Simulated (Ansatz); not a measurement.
In doubt: one-shot GW on d or f shells is unsure, so the values of those runs are not to be relied on.

G0W0 rungs for BaCu2SnS4 (P3_121).

```yaml
crystal:
  lattice:
    - [6.43650, 0.00000, 0.00000]
    - [-3.21825, 5.57417, 0.00000]
    - [0.00000, 0.00000, 15.83099]
  atoms:
    - { symbol: Ba, position: [0.42640, 0.42640, 0.50000] }
    - { symbol: Ba, position: [0.00000, 0.57360, 0.16667] }
    - { symbol: Ba, position: [0.57360, 0.00000, 0.83333] }
    - { symbol: Cu, position: [0.36978, 0.43384, 0.74520] }
    - { symbol: Cu, position: [0.93594, 0.56616, 0.92147] }
    - { symbol: Cu, position: [0.43384, 0.36978, 0.25480] }
    - { symbol: Cu, position: [0.06406, 0.63022, 0.41187] }
    - { symbol: Cu, position: [0.56616, 0.93594, 0.07853] }
    - { symbol: Cu, position: [0.63022, 0.06406, 0.58813] }
    - { symbol: Sn, position: [0.70499, 0.00000, 0.33333] }
    - { symbol: Sn, position: [0.00000, 0.70499, 0.66667] }
    - { symbol: Sn, position: [0.29501, 0.29501, 0.00000] }
    - { symbol: S, position: [0.76519, 0.65191, 0.33582] }
    - { symbol: S, position: [0.88672, 0.23481, 0.00249] }
    - { symbol: S, position: [0.34809, 0.11328, 0.66915] }
    - { symbol: S, position: [0.11328, 0.34809, 0.33085] }
    - { symbol: S, position: [0.23481, 0.88672, 0.99751] }
    - { symbol: S, position: [0.65191, 0.76519, 0.66418] }
    - { symbol: S, position: [0.93959, 0.44045, 0.54641] }
    - { symbol: S, position: [0.50086, 0.06041, 0.21308] }
    - { symbol: S, position: [0.06041, 0.50086, 0.78692] }
    - { symbol: S, position: [0.44045, 0.93959, 0.45359] }
    - { symbol: S, position: [0.49914, 0.55955, 0.12026] }
    - { symbol: S, position: [0.55955, 0.49914, 0.87974] }
```

The cell and positions are those that the Materials Project relaxed with its own functionals (PBE, PBE+U or r2SCAN), kept fixed. Spin-orbit coupling is left out unless a run names it. PAW set soft_2, made with PBE.

Runs so far (Ansatz 0.2.0, start r2SCAN, default PAW files, 6×6×2 mesh). Times are wall times on 1 × NVIDIA GB200 with 32 threads of Arm Neoverse V2, shared host, good to a factor of about two.

| bands summed | cutoff (eV) | gap on the mesh (eV) | time |
| --- | --- | --- | --- |
| 373 | 33 | 1.858 | 63 s |
| 820 | 66 | 1.184 | 2.5 min |

Q: What should the next rung give, with 1616 bands and screening to 110 eV, and where is the limit?

The error falls about as one over the bands when the cutoff rises with them. A line through the two highest rungs given predicts 0.907 eV; the run gave 0.931 eV, close to it. The two highest rungs put the limit near 0.670 eV, the pair below near 0.621 eV; their difference is a rough measure of what is unsettled in bands and cutoff; the mesh is a separate error.

Gaps are over the mesh's points; an edge off the mesh would be missed. Limits: not at the basis limit; d shell near the gap, gap tends to lie low; no spin-orbit coupling.

[Paths, hosts, dates, memory and timing lines, banners, echoed tables and standing remarks are left out of the program output.]

[Logs are printed without paths, hosts, clocks, repeated set-up lines and the standing remarks that a program may print on its own settings, such as how far it seeks lower states.]

[Runs of the session that timed out or met a known fault of the program may be left out.]

[Cells called generated may have been cut or substituted from an entry of the Crystallography Open Database or the Materials Project.]

[Hosts, paths, dates, database ids (printed as entryN), source tags and the programs' standing remarks are cut or masked in the printed files.]
